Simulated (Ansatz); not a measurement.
**What SrPbSe3 (model cell, started as cubic perovskite with Pb in the octahedra) distorts into**

Aim: this structure of SrPbSe3 (model cell, started as cubic perovskite with Pb in the octahedra) is to be tested for unstable modes, and one is followed downhill.

Main program and level: Ansatz 0.2.0; DFT PBE, scalar-relativistic, plane waves, PAW; PAW set soft_1.

The structure was built from a prototype and need not be the compound's stable phase.

**1. Starting point**

Symmetry: Pm-3m, No. 221, cubic system. Conventional cell: a = 5.458 Å, b = 5.458 Å, c = 5.458 Å, α = 90.00°, β = 90.00°, γ = 90.00°. Sr has 12 Se at 3.86 Å nearest. Nearest to Pb lie 6 Se at 2.73 Å. Nearest to Se lie 2 Pb at 2.73 Å and 4 Sr at 3.86 Å. Farther neighbours and most contacts between anions are not listed.

**2. The dispersion**

The cell comes from relaxations at this level that are not shown. Stability and thermal properties need the whole zone. Linear response on a 2×2×2 q mesh gives force constants as far as a supercell of that size would.

input.yaml

```yaml
crystal:
  lattice:
    - [5.4577123742, 0.0, 0.0]
    - [0.0, 5.4577123742, 0.0]
    - [0.0, 0.0, 5.4577123742]
  atoms:
    - { symbol: Sr, position: [0.0, 0.0, 0.0] }
    - { symbol: Pb, position: [0.5, 0.5, 0.5] }
    - { symbol: Se, position: [0.5, 0.5, 0.0] }
    - { symbol: Se, position: [0.5, 0.0, 0.5] }
    - { symbol: Se, position: [0.0, 0.5, 0.5] }
kpoints:
  mp_grid: { grid: [8, 8, 8] }
hamiltonian:
  xc: pbe
  pseudopotentials: { kind: paw, azcp: { folder: soft_1 } }
scf:
  occupations: { method: methfessel_paxton, width: 0.2 }
output:
  eigenvalues: true
phonons:
  method: dfpt
  qmesh: [2, 2, 2]
  temperatures: { t_max: 1000, t_step: 50 }
  qpath:
    path:
      - [[0.0, 0.0, 0.0], [0.0, 0.5, 0.0], [0.5, 0.5, 0.0], [0.0, 0.0, 0.0], [0.5, 0.5, 0.5], [0.0, 0.5, 0.0]]
      - [[0.5, 0.5, 0.5], [0.5, 0.5, 0.0]]
    npoints: 10
```

The run is started by

```console
> ansatz run input.yaml --threads 4 --pin off --max-ram 16384MiB --backend cpu --events-out ev --progress --plain --runs-dir out
```

Numbers of over 12 decimals in the logs are rounded to 6 here.

What it wrote:

```text
Engine: ansatz 0.2.0, aarch64-unknown-linux-gnu
Pseudopotentials: kind: paw
Pseudopotential: Sr, paw, valence charge 10, recommended cutoff 420 eV (normal), soft_1/Sr.paw.azcp
Pseudopotential: Pb, paw, valence charge 14, recommended cutoff 420 eV (normal), soft_1/Pb.paw.azcp
Pseudopotential: Se, paw, valence charge 16, recommended cutoff 420 eV (normal), soft_1/Se.paw.azcp
Functional definition: PBE
  parameter kappa = 0.804
  parameter beta = 0.066725
  exchange = pbe_x(kappa = kappa, mu = beta*pi^2/3)
  correlation = pbe_c(beta = beta)
Crystal: 5 atoms, lattice volume = 162.567 Å³
Basis set: ecut = 420 eV, 3191 PW (Γ), exchange–correlation on 80×80×80 points (8 copies of the dense FFT grid, shifted against one another)
Bands: 44, of which v1, the nominal top of the filled ones, is band 36 counted from 1 (35 counted from 0)
Symmetry: 48 space group operations
k-points: 35 of 512
Non-local potential: Sr, projectors of the file, l = 0: 3, l = 1: 2, l = 2: 2
Non-local potential: Pb, projectors of the file, l = 0: 2, l = 1: 2, l = 2: 2, l = 3: 1
Non-local potential: Se, projectors of the file, l = 0: 2, l = 1: 2, l = 2: 3, l = 3: 1
PAW form: soft (Blöchl's): semilocal exchange-correlation on the pseudo side does not see the compensation charge
PAW one-centre angular grid: Sr, 110 points (default); XC on 64 Gauss nodes
PAW one-centre angular grid: Pb, 590 points (default); XC on 64 Gauss nodes
PAW one-centre angular grid: Se, 590 points (default); XC on 64 Gauss nodes
Initial density: superposition of atomic densities (chi_scale 0.1, normalization cell, long waves kept (reshape's long-wave potential 0.00 eV rms))
Initial wavefunctions: pseudopotential atomic-orbital guess
Functional: x = pbe(κ = 0.804, μ = 0.219515), c = pbe(β = 0.066725)
SCF iter   1: F=—  HF=-31864.221374 eV  |F-HF|=—  |Δ(HF+E_count)|=         —  Δρ=2.98e-2  dr2=3.21e0  ethr=3.10e-3  ⟨swp⟩=8.5  Hψ=7447  notcnv=0
preconditioner: auto → Kerker (q_TF=auto, 2.382 Å⁻¹)  [metal: Δε(μ)=0.009 eV  Ē_g=10.288 eV  σ=0.200 eV  W_gap=0.04  n_scr=32 (ndim 8)  ℏωp=17.0 eV  f_vac=0.004  D(μ)=3.47/eV (n_scr^D=18)]
SCF iter   2: F=—  HF=-31863.562834 eV  |F-HF|=—  |Δ(HF+E_count)|=   6.59e-1  S|Δr|=    0.00e0  Δρ=1.92e-2  dr2=1.64e0  ethr=3.10e-3  ⟨swp⟩=3.0  Hψ=2177  notcnv=0  defer=52
SCF iter   3: F=—  HF=-31862.995038 eV  |F-HF|=—  |Δ(HF+E_count)|=   5.68e-1  S|Δr|=    0.00e0  Δρ=5.15e-3  dr2=1.03e-1  ethr=2.28e-3  ⟨swp⟩=3.7  Hψ=3714  notcnv=0  defer=72
SCF iter   4: F=—  HF=-31862.969662 eV  |F-HF|=—  |Δ(HF+E_count)|=   2.54e-2  S|Δr|=    0.00e0  Δρ=1.93e-3  dr2=1.61e-2  ethr=1.43e-4  ⟨swp⟩=2.0  Hψ=2862  notcnv=0  defer=71
SCF iter   5: F=—  HF=-31862.962082 eV  |F-HF|=—  |Δ(HF+E_count)|=   7.58e-3  S|Δr|=    0.00e0  Δρ=9.42e-4  dr2=4.67e-3  ethr=2.23e-5  ⟨swp⟩=2.0  Hψ=2727  notcnv=0  defer=71
SCF iter   6: F=—  HF=-31862.961171 eV  |F-HF|=—  |Δ(HF+E_count)|=   9.11e-4  S|Δr|=    0.00e0  Δρ=5.27e-4  dr2=1.24e-3  ethr=6.48e-6  ⟨swp⟩=2.8  Hψ=2718  notcnv=0  defer=70
SCF iter   7: F=—  HF=-31862.961087 eV  |F-HF|=—  |Δ(HF+E_count)|=   8.45e-5  S|Δr|=    0.00e0  Δρ=1.61e-4  dr2=6.89e-5  ethr=1.72e-6  ⟨swp⟩=2.4  Hψ=2579  notcnv=0  defer=69
SCF iter   8: F=—  HF=-31862.961143 eV  |F-HF|=—  |Δ(HF+E_count)|=   5.65e-5  S|Δr|=    0.00e0  Δρ=3.90e-5  dr2=5.67e-6  ethr=9.57e-8  ⟨swp⟩=2.1  Hψ=2372  notcnv=0  defer=69
SCF iter   9: F=—  HF=-31862.961142 eV  |F-HF|=—  |Δ(HF+E_count)|=   1.31e-6  S|Δr|=    0.00e0  Δρ=1.03e-5  dr2=1.84e-7  ethr=7.88e-9  ⟨swp⟩=2.0  Hψ=2231  notcnv=0  defer=72
SCF iter  10: F=—  HF=-31862.961142 eV  |F-HF|=—  |Δ(HF+E_count)|=   4.46e-7  S|Δr|=    0.00e0  Δρ=2.20e-6  dr2=7.43e-9  ethr=2.55e-10  ⟨swp⟩=2.1  Hψ=2201  notcnv=0  defer=72
[...]
SCF 1 converged in 14 iterations: F = -31862.961142 eV  dr2 = 2.47e-12
  greatest PAW one-centre occupation: 1.000 electrons in one spin orbital (limit 2), on the Se atom at site 4 (counted from 0), in its partial waves of l = 2
Initial density: read from a saved state, or passed on in memory by an earlier SCF of this step, an earlier step, the calling program or the single point that the run made first
iter 1 solved again at ethr=5.25e-6 eV; its pass at ethr=3.10e-3 eV (dr2=3.78e-3 eV) is discarded
SCF iter   1: F=—  HF=-31862.961140 eV  |F-HF|=—  |Δ(HF+E_count)|=         —  Δρ=5.86e-6  dr2=2.07e-8  ethr=5.25e-6  ⟨swp⟩=3.1  Hψ=10649  notcnv=0
eigensolver tolerance schedule: the retry pair's looser diagonalisation over-reported the residual by 183136.82 of it (diagonalisation noise at an unbounded share of the residual, at the tolerance the schedule requests for it); recorded, not acted on — ethr = c·dr2/N_el stays at c = 1.0e-1
preconditioner: auto → LDOS  [metal: Δε(μ)=0.010 eV  Ē_g=13.413 eV  σ=0.200 eV  W_gap=0.04  n_scr=32 (ndim 8)  ℏωp=18.4 eV  f_vac=0.041  D(μ)=3.28/eV (n_scr^D=18)  β→1.0]
SCF iter   2: F=—  HF=-31862.961142 eV  |F-HF|=—  |Δ(HF+E_count)|=   1.92e-6  S|Δr|=    0.00e0  Δρ=6.65e-6  dr2=2.92e-8  ethr=2.87e-11  ⟨swp⟩=5.1  Hψ=5452  notcnv=0
SCF iter   3: F=—  HF=-31862.961142 eV  |F-HF|=—  |Δ(HF+E_count)|=   5.67e-9  S|Δr|=    0.00e0  Δρ=3.06e-6  dr2=5.48e-9  ethr=2.87e-11  ⟨swp⟩=3.0  Hψ=2897  notcnv=0
SCF iter   4: F=—  HF=-31862.961142 eV  |F-HF|=—  |Δ(HF+E_count)|=  1.38e-10  S|Δr|=    0.00e0  Δρ=2.25e-6  dr2=3.05e-9  ethr=7.61e-12  ⟨swp⟩=1.0  Hψ=1540  notcnv=0
SCF iter   5: F=—  HF=-31862.961142 eV  |F-HF|=—  |Δ(HF+E_count)|=  6.55e-11  S|Δr|=    0.00e0  Δρ=1.59e-6  dr2=1.52e-9  ethr=4.23e-12  ⟨swp⟩=1.0  Hψ=1540  notcnv=0
SCF iter   6: F=—  HF=-31862.961142 eV  |F-HF|=—  |Δ(HF+E_count)|=  3.64e-11  S|Δr|=    0.00e0  Δρ=9.27e-7  dr2=5.17e-10  ethr=2.11e-12  ⟨swp⟩=1.3  Hψ=1550  notcnv=0
SCF iter   7: F=—  HF=-31862.961142 eV  |F-HF|=—  |Δ(HF+E_count)|=    0.00e0  S|Δr|=    0.00e0  Δρ=4.90e-7  dr2=1.44e-10  ethr=1.00e-12  ⟨swp⟩=1.7  Hψ=1566  notcnv=0
SCF iter   8: F=—  HF=-31862.961142 eV  |F-HF|=—  |Δ(HF+E_count)|=    0.00e0  S|Δr|=    0.00e0  Δρ=1.92e-7  dr2=2.22e-11  ethr=1.00e-12  ⟨swp⟩=1.0  Hψ=1540  notcnv=0
SCF iter   9: F=-31862.961142 eV  HF=-31862.961142 eV  |F-HF|=7.28e-12  |Δ(HF+E_count)|=  1.46e-11  S|Δr|=    0.00e0  Δρ=6.21e-8  dr2=2.21e-12  ethr=1.00e-12  ⟨swp⟩=4.1  Hψ=3726  notcnv=0
SCF 2 converged in 9 iterations: F = -31862.961142 eV  dr2 = 2.21e-12
  greatest PAW one-centre occupation: 1.000 electrons in one spin orbital (limit 2), on the Se atom at site 3 (counted from 0), in its partial waves of l = 2
phonons: the bands overlap, so this run is a metal and interpolates without the dipole-dipole term. If the crystal is really an insulator or semiconductor, its LO-TO splitting is missing
NSCF: frozen V_eff on 35 k-points
WARN: eigensolver did not converge (k=1): 1 band(s) unlocked after 20 sweeps at ethr=1.56e-12 eV (storage-precision floor; scheduled 1.00e-12 eV) (lowest unlocked band 43, counted from 0; max residual 3.39e-4 eV among the unlocked bands, 3.39e-4 eV over every band; other slots of this pass that fall short are told together in one closing line; warning suppressed until the next SCF loop or pass starts)
WARN: eigensolver did not converge in 6 slots of this pass, the one above among them; of largest residual over every band (k=1): 1 band(s) unlocked (lowest unlocked band 43, counted from 0; max residual 3.39e-4 eV among the unlocked bands, 3.39e-4 eV over every band); of lowest unlocked band (k=1): band 43
NSCF: frozen V_eff on 125 k-points
DFPT response loops at q = (0, 0, 0) (fractional): preconditioner auto → Kerker (q_TF=auto, 2.382 Å⁻¹) (partly filled bands, converged f_vac=0.041); β = 1.00, the filter's whole step (`scf.mixing.beta` (0.50) is not read by the response loops under this deck's `scf.mixing.preconditioner`; to damp them name `kerker` or `kerker_dos`, under which they read `scf.mixing.beta`, and type it under 1.00, their step now; both keys bind the ground state too); Broyden in place of MSR1
NSCF: frozen V_eff on 250 k-points
DFPT response loops at q = (0, 0, -0.5) (fractional): mixed as the last ones told, above
NSCF: frozen V_eff on 250 k-points
DFPT response loops at q = (0, -0.5, -0.5) (fractional): mixed as the last ones told, above
NSCF: frozen V_eff on 250 k-points
DFPT response loops at q = (-0.5, -0.5, -0.5) (fractional): mixed as the last ones told, above
SCF converged after 14 iterations
Stability not checked: this state was not tested for a lower state beside it, because cold or Methfessel-Paxton smearing, or corrected tetrahedra, fill the levels in a way that the test cannot read (fill_not_monotonic; see scf.lower_state_search)
Free energy (F): -31862.961142 eV
Harris-Foulkes:  -31862.961142 eV  (|F-HF|=0.00e0)
Internal energy: -31862.958139 eV  (E = F + TS)
E sigma→0 (E₀):  -31862.960391 eV
Entropy (-TS):   -0.003004 eV (-0.601 meV/atom)
Fermi energy:    6.321537 eV
--- Per-component energies (eV) ---
  E_band       = -1408.049249
  E_kinetic    = 854.583263
  E_local      = -11137.584248  (includes V_loc(G=0)·N_el)
  E_nonlocal   = -522.520582
  E_hartree    = 5421.595668
  E_xc         = -633.160392
  E_vxc        = -560.711840  (∫ρ·V_xc dr)
  E_paw        = -19478.964154  (= ΣΔE_a)
  E_vpaw       = -885.006096  (= ΣTr[D̂ρ^β])
  E_aug_tail   = -0.001155  (compensation charges beyond the density's cutoff)
  E_ewald      = -6366.906539
  E_smearing   = -0.003004  (= −TS)
  E_closure    = 0.000000  (closes the sum)
  Σ components = -31862.961142   (vs F -31862.961142, Δ=0.00e0)
--- Band table (eV; the first three rows and the last of 35) ---
  k-point 0: bands = [... 32 lower, 5.5466, 5.5466, 5.6867, 5.6867, 5.6867, 8.0751, 9.2359, 9.2359, ... 4 higher]
  k-point 1: bands = [... 32 lower, 5.4847, 5.4847, 5.5818, 5.6492, 5.6492, 8.3762, 9.3388, 9.4317, ... 4 higher]
  k-point 2: bands = [... 32 lower, 5.3126, 5.3126, 5.5892, 5.5892, 5.6066, 9.0618, 9.6099, 9.9031, ... 4 higher]
  k-point 34: bands = [... 32 lower, 5.9375, 6.5794, 6.5794, 6.5794, 8.6128, 8.6720, 8.6720, 8.6720, ... 4 higher]
--- Phonons (Γ-DFPT): 4 representative perturbations + reference (Σ response iterations 12) ---
  ASR residual: 6.902e-5 → 0.000e0 eV/Å²; symmetrization residual: 3.022e-5 eV/Å²
  ASR residual per site (eV/Å²): 6.90e-5 1.67e-5 3.71e-5 3.71e-5 3.71e-5
  Γ frequencies (cm⁻¹): -81.13 -81.13 -81.13 -63.42 -63.42 -63.42 -17.11 -17.11 -17.11 0.00 0.00 0.00 193.21 193.21 193.21
--- Phonons (arbitrary-q DFPT): 4 irreducible q on the 2×2×2 mesh ---
  q = [0.0000, 0.0000, 0.0000] (star 1, of the zone-centre solve; hermiticity 6.92e-6, symmetrization 1.68e-11): -81.13 -81.13 -81.13 -63.42 -63.42 -63.42 -17.11 -17.11 -17.11 -0.00 0.00 0.00 193.21 193.21 193.21
  q = [0.0000, 0.0000, -0.5000] (star 3, 9 solved perturbations in 975 linear systems a pass and spin channel, the states on 125 of 512 k-point pairs; hermiticity 5.22e-6, symmetrization 1.53e-11): -77.95 -77.95 -73.78 -65.83 -60.14 -60.14 -35.42 -32.29 -32.29 20.60 20.60 111.54 175.34 195.38 195.38
  q = [0.0000, -0.5000, -0.5000] (star 3, 9 solved perturbations in 975 linear systems a pass and spin channel, the states on 125 of 512 k-point pairs; hermiticity 1.09e-5, symmetrization 8.41e-13): -90.14 -90.14 -76.62 -64.95 -64.95 -46.29 16.69 16.69 19.60 31.07 113.15 113.15 164.55 179.74 197.83
  q = [-0.5000, -0.5000, -0.5000] (star 1, 4 solved perturbations in 350 linear systems a pass and spin channel, the states on 125 of 512 k-point pairs; hermiticity 2.37e-6, symmetrization 2.68e-12): -80.19 -80.19 -80.19 -79.56 -79.56 -79.56 50.96 50.96 50.96 115.22 115.22 115.22 163.27 163.27 197.52
  sum rule: each row above includes the acoustic sum rule's correction from the zone centre's row sums; it moved no ω² by more than (0.46 cm⁻¹)²
  mesh force constants: q→R imaginary residual 3.53e-18; ASR residual 6.902e-5 → 0.000e0 eV/Å²; symmetrization residual 5.329e-15 eV/Å²
  interpolated dispersion: 62 rows × 15 modes
  density of states and harmonic sums: on the 12×12×12 q-mesh, interpolated from the force constants of a 2×2×2 supercell (no non-analytic term)
  largest difference from the sums on the solved wave vectors: F 7.83e-2 eV, S 1.17e-4 and C_V 3.83e-5 eV/K
  zero-point energy: 0.050563 eV/cell   skipped modes (ω ≤ 0): 630, of them read as no rigid motion or as one in doubt: 627 (7.429e0 modes/cell left out, lowest -90.14 cm⁻¹)   left out of the sums: 4.95e-1 of the cell's modes: C_V's classical limit lies that fraction below 3 k_B per atom; for a crystal, a wire or a layer, F and S can be off by more, and a phonons.interpolated_qmesh denser along its periods is the remedy for the sampling
```

It took 11 min on 4 threads of Arm Neoverse V1, shared host; peak memory 2.3 GiB; 42 min of CPU time.

This step gave:

```yaml
volume_per_atom: 32.51 Å³
gap_on_the_k_mesh: 0 eV
sum_rule_residual_before_enforcement: 6.90e-5 eV/Å²
lowest_frequency_on_the_path: -90.14 cm⁻¹
point_group: m-3m
highest_frequency_on_the_path_or_at_a_solved_wavevector: 197.8 cm⁻¹
highest_optical_mode_at_the_zone_centre_no_lo_to_term: 193.2 cm⁻¹
lowest_optical_zone_centre_mode: -81.13 cm⁻¹
lowest_mode_on_the_q_mesh_acoustic_modes_at_gamma_apart: -90.14 cm⁻¹
```

Frequencies (cm⁻¹) solved at each irreducible wavevector; negative means imaginary. Frequencies by wavevector, by row:

```
q in reciprocal lattice units  star  mode 1  mode 2  mode 3  mode 4  mode 13  mode 14  mode 15
                        0 0 0     1   -81.1   -81.1   -81.1   -63.4    193.2    193.2    193.2
                     0 0 -0.5     3     -78     -78   -73.8   -65.8    175.3    195.4    195.4
                  0 -0.5 -0.5     3   -90.1   -90.1   -76.6     -65    164.6    179.7    197.8
               -0.5 -0.5 -0.5     1   -80.2   -80.2   -80.2   -79.6    163.3    163.3    197.5
```

Interpolated from a 2×2×2 q mesh. The phonon branches at the labelled points (cm⁻¹):

```
    point  branch 1  branch 2  branch 3  branch 4  branch 12  branch 13  branch 14  branch 15
        Γ       -81       -81       -81       -63          0        193        193        193
  halfway       -79       -79       -74       -69         74        186        194        194
        X       -78       -78       -74       -66        112        175        195        195
  halfway       -84       -79       -78       -73        112        172        188        197
        M       -90       -90       -77       -65        113        165        180        198
  halfway       -84       -75       -74       -71         76        183        189        195
        Γ       -81       -81       -81       -63          0        193        193        193
  halfway       -81       -81       -76       -70         80        183        183        195
        R       -80       -80       -80       -80        115        163        163        198
  halfway       -82       -80       -76       -76        113        170        183        196
        X       -78       -78       -74       -66        112        175        195        195
jump to R       -80       -80       -80       -80        115        163        163        198
  halfway       -85       -85       -78       -74        114        164        175        197
        M       -90       -90       -77       -65        113        165        180        198
```

Symmetry leaves 4 wavevectors to solve. The lowest mode among them, the acoustic zeros apart, lies at q = (0, -0.5, -0.5) and is imaginary, 90.1i cm⁻¹, so the energy falls along it.

**3. The mode frozen in, largest atomic shift 0 Å**

The mode followed lies at Γ with frequency 81.1i cm⁻¹ and is 3-fold degenerate, one of the unstable modes though not the softest. At small amplitude the distorted cell has space group no. 160 by a symmetry search on the positions. The undistorted cell that holds it gives the zero of energy on the same k mesh.

input.yaml, the sections that differ from step 2:

```yaml
output:
  forces: true
  stress: true
  eigenvalues: true
# crystal, kpoints, hamiltonian, scf: as in step 2
# phonons: removed
```

What it wrote:

```text
[...]
Crystal: 5 atoms, lattice volume = 162.567 Å³
Basis set: ecut = 420 eV, 3191 PW (Γ), exchange–correlation on 80×80×80 points (8 copies of the dense FFT grid, shifted against one another)
Bands: 44, of which v1, the nominal top of the filled ones, is band 36 counted from 1 (35 counted from 0)
Symmetry: 48 space group operations
[...]
k-points: 35 of 512
[...]
k-point 0: bands = [... 32 lower, 5.5466, 5.5466, 5.6867, 5.6867, 5.6867, 8.0751, 9.2360, 9.2360, ... 4 higher]
  k-point 1: bands = [... 32 lower, 5.4846, 5.4846, 5.5818, 5.6492, 5.6492, 8.3762, 9.3389, 9.4318, ... 4 higher]
  k-point 2: bands = [... 32 lower, 5.3126, 5.3126, 5.5891, 5.5891, 5.6066, 9.0618, 9.6099, 9.9032, ... 4 higher]
  k-point 34: bands = [... 32 lower, 5.9375, 6.5793, 6.5793, 6.5793, 8.6128, 8.6720, 8.6720, 8.6720, ... 4 higher]
[key lines of the parts left out:]
SCF converged after 10 iterations
Free energy (F): -31862.961142 eV
Fermi energy:    6.321512 eV
P = ⅓ Tr σ = -0.0023 GPa (-0.023 kbar)
```

Run time: 5.5 s. Hardware: 4 threads; peak memory 0.58 GiB.

Numbers from this step:

| Property | Result |
| --- | --- |
| pressure | -0.002315 GPa |
| energy from the undistorted cell | 0 meV/atom |

The run ends at a pressure of 0.00 GPa.

**4. The mode frozen in, largest atomic shift 0.45 Å**

The atoms are moved along the unstable eigenvector, the largest shift by 0.45 Å, with the cell fixed.

input.yaml, the sections that differ from step 3:

```yaml
crystal:
  lattice:
    - [5.4577123742, 0.0, 0.0]
    - [0.0, 5.4577123742, 0.0]
    - [0.0, 0.0, 5.4577123742]
  atoms:
    - { symbol: Sr, position: [0.0476037584, -0.0476037584, -0.0476037584] }
    - { symbol: Pb, position: [0.5092538551, 0.4907461449, 0.4907461449] }
    - { symbol: Se, position: [0.4615538171, 0.5384461829, 0.0002047974] }
    - { symbol: Se, position: [0.4615538171, 0.0002047974, 0.5384461829] }
    - { symbol: Se, position: [-0.0002047974, 0.5384461829, 0.5384461829] }
# kpoints, hamiltonian, scf, output: as in step 3
```

What it wrote:

```text
[...]
Crystal: 5 atoms, lattice volume = 162.567 Å³
Basis set: ecut = 420 eV, 3191 PW (Γ), exchange–correlation on 80×80×80 points (8 copies of the dense FFT grid, shifted against one another)
Bands: 44, of which v1, the nominal top of the filled ones, is band 36 counted from 1 (35 counted from 0)
Symmetry: 6 space group operations
[...]
k-points: 65 of 512 (time reversal used)
[...]
k-point 0: bands = [... 32 lower, 5.2261, 5.5627, 5.6479, 5.6479, 5.6581, 8.2921, 9.6814, 9.6814, ... 4 higher]
  k-point 1: bands = [... 32 lower, 5.1484, 5.4804, 5.4910, 5.6555, 5.7401, 8.5512, 9.6297, 9.8300, ... 4 higher]
  k-point 2: bands = [... 32 lower, 4.9460, 5.3762, 5.4677, 5.6040, 5.8221, 9.1635, 9.7239, 10.1633, ... 4 higher]
  k-point 64: bands = [... 32 lower, 5.7785, 6.2296, 6.2296, 6.5843, 7.6526, 8.8632, 8.9013, 8.9013, ... 4 higher]
[key lines of the parts left out:]
SCF converged after 8 iterations
Free energy (F): -31863.268492 eV
Fermi energy:    6.212366 eV
P = ⅓ Tr σ = 1.0814 GPa (10.814 kbar)
```

The job ended after 15 s (4 threads; peak memory 0.65 GiB; 58 s of CPU time).

This step gave:

| Property | Result |
| --- | --- |
| pressure | 1.081 GPa |
| energy from the undistorted cell | -61.76 meV/atom |

The energy, extrapolated to zero smearing, is -61.76 meV/atom against the undistorted cell.

The run ends at a pressure of 1.08 GPa, with forces up to 0.32 eV/Å.

[end of part 1 of 3]

[Logs are printed without paths, hosts, clocks, repeated set-up lines and the standing remarks that a program may print on its own settings, such as how far it seeks lower states.]

[Hosts, paths, dates, database ids (printed as entryN), source tags and the programs' standing remarks are cut or masked in the printed files.]
